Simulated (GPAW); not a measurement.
# Screening of a field by 1T-PtS2 monolayer, part 2 of 2

Aim: the dipole that a field along the normal induces in 1T-PtS2 monolayer.

GPAW 26.7.0; GPAW, PAW setups; layer in a repeated cell with vacuum, relaxation of atoms and in-plane cell (the session's first sound run).

So far. Step 8 (Field on): The dipole is now 0.0271 e Å, against -2.0e-4 in the run without a field. Step 9 (In a field): The dipole is now 0.0542 e Å, against -2.0e-4 in the run without a field.

**10. Field on**

run.py reads:

```python
import json
import numpy as np
from ase import Atoms
from gpaw import GPAW, PW
from gpaw.external import ConstantElectricField

slab = Atoms(
    ['S', 'Pt', 'S'],
    positions=[
        [1.78665, 1.03152, 9.00000],
        [-0.00000, 0.00000, 10.23304],
        [-0.00000, 2.06305, 11.46608]],
    cell=[[3.5733, 0.0, 0.0], [-1.78665, 3.09457, 0.0], [0.0, 0.0, 20.4661]],
    pbc=[True, True, False])

slab.calc = GPAW(mode=PW(400), xc='PBE', kpts={'size': (9, 9, 1), 'gamma': True},
                 occupations={'name': 'fermi-dirac', 'width': 0.05}, nbands='160%',
                 convergence={'density': 1e-05}, maxiter=200,
                 poissonsolver={'dipolelayer': 'xy'},
                 external=ConstantElectricField(0.3, [0, 0, 1]),
                 symmetry={'tolerance': 1e-3}, txt='slab.txt')
result = {}
energy = slab.get_potential_energy()
fermi = slab.calc.get_fermi_level()
v = slab.calc.get_electrostatic_potential().mean((0, 1)) - fermi
n = slab.calc.get_pseudo_density().mean((0, 1))
L = slab.cell[2, 2]
z = np.arange(len(v)) * L / len(v)
low, high = slab.positions[:, 2].min(), slab.positions[:, 2].max()
below, above = np.interp([low - 6.8, high + 6.8], z, v)
slopes = [np.interp(x, z, np.gradient(v, z)) for x in (low - 6.8, high + 6.8)]
eps = np.array([[slab.calc.get_eigenvalues(k, s) for k in range(len(slab.calc.get_ibz_k_points()))]
                for s in range(slab.calc.get_number_of_spins())]) - fermi
top, bottom = eps[eps < 0].max(), eps[eps > 0].min()
dipole = slab.get_dipole_moment()[2]
print(f'energy {energy:.4f} eV, Fermi level {fermi:.4f} eV, dipole {dipole:.5f} e A')
print(f'potential 6.8 A off the faces, from the Fermi level: lower {below:.4f} eV, upper {above:.4f} eV')
print(f'slope of the potential there: lower {slopes[0]:.5f}, upper {slopes[1]:.5f} eV/A')
print(f'nearest levels on the mesh: {top:.4f} and {bottom:.4f} eV')
print('magnetic moment', round(slab.get_magnetic_moment(), 3))
result.update(energy=energy, fermi=fermi, dipole=dipole, below=below, above=above, slopes=slopes, edges=[top, bottom],
              z=z.tolist(), v=v.tolist(), n=n.tolist(), positions=slab.positions.tolist(),
              forces=slab.get_forces(apply_constraint=False).tolist(), moments=slab.get_magnetic_moments().tolist())
json.dump(result, open('result.json', 'w'))
```

Run with:

```
$ OMP_NUM_THREADS=1 OPENBLAS_NUM_THREADS=1 python run.py
```

Wall time 1.9 min (1 thread of Arm Neoverse V1, shared host); peak memory 0.28 GiB.

Table of electrostatic potential energy of an electron (without an applied field's), less the Fermi level, planar mean by z:

```
z (Å)  electrostatic potential energy of an electron (without an applied field's), less the Fermi level, planar mean (eV)
  0.0                                                                                                                5.49
  0.5                                                                                                                6.15
  1.0                                                                                                                6.15
  1.5                                                                                                                6.15
  2.0                                                                                                                6.15
  2.5                                                                                                                6.15
  3.0                                                                                                                6.15
  3.5                                                                                                                6.15
  4.0                                                                                                                6.15
  4.5                                                                                                                6.15
  5.0                                                                                                                6.15
  5.5                                                                                                                6.15
  6.0                                                                                                                6.15
  6.5                                                                                                                6.13
  7.0                                                                                                                6.05
  7.5                                                                                                                5.71
  8.0                                                                                                                4.19
  8.5                                                                                                               -2.33
  9.0                                                                                                               -14.4
  9.5                                                                                                               -8.47
 10.0                                                                                                               -14.1
 10.5                                                                                                               -13.7
 11.0                                                                                                               -9.12
 11.5                                                                                                               -15.1
 12.0                                                                                                               -2.58
 12.5                                                                                                                3.20
 13.0                                                                                                                4.49
 13.5                                                                                                                4.75
 14.0                                                                                                                4.81
 14.5                                                                                                                4.82
 15.0                                                                                                                4.82
 15.5                                                                                                                4.82
 16.0                                                                                                                4.82
 16.5                                                                                                                4.82
 17.0                                                                                                                4.82
 17.5                                                                                                                4.82
 18.0                                                                                                                4.82
 18.5                                                                                                                4.82
 19.0                                                                                                                4.82
 19.5                                                                                                                4.82
 20.0                                                                                                                4.82
```

The dipole is now 0.0813 e Å, against -2.0e-4 in the run without a field.

**11. The series**

The members are put on one axis.

This step: induced dipole against applied field (GPAW 26.7.0).

Table of dipole along the normal by field:

```
field (V/Å)  dipole along the normal (e·Å)
     -0.200                        -0.0542
     -0.100                        -0.0271
     -0.050                        -0.0135
      0.000                        -2.0e-4
      0.050                         0.0135
      0.100                         0.0271
      0.200                         0.0542
      0.300                         0.0813
```

**12. Outcome**

```
work function, both faces (Fermi level placed in the gap by the smearing)        : 5.48 eV
ionisation energy from the upper face (highest filled level on the mesh)         : 6.40 eV
electron affinity from the upper face (lowest empty Kohn-Sham level on the mesh) : 4.62 eV
dipole along the normal                                                          : -2.0e-4 e Å
induced dipole per field                                                         : 0.271 e Å per V/Å
out-of-plane polarisability per area, α/(ε0 A)                                   : 4.43 Å
```

In words: The field induces 0.271 e Å per V/Å, a polarisable thickness α/(ε0 A) of 4.43 Å beside 2.47 Å between the outermost nuclei. A perfect conductor would give the distance between its two image planes; a dielectric of thickness t gives t(1 - 1/ε). The levels nearest the Fermi level on the mesh lie 1.79 eV apart, so the slab is gapped there: the smearing puts the Fermi level inside the gap, and from either face the ionisation energy is the work function plus 0.92 eV. Both are Kohn-Sham levels on the mesh, and semilocal gaps are too small, so the affinity tends to come out too large and the ionisation energy too small. The induced dipole is linear in the field over this range. With elements this heavy, spin-orbit coupling can move band edges by tenths of an eV. The layer's cell and atoms come from the relaxation; spin-orbit coupling and temperature are left out.

[Logs are printed without paths, hosts, clocks, repeated set-up lines and the standing remarks that a program may print on its own settings, such as how far it seeks lower states.]

[Hosts, paths, dates, database ids (printed as entryN), source tags and the programs' standing remarks are cut or masked in the printed files.]
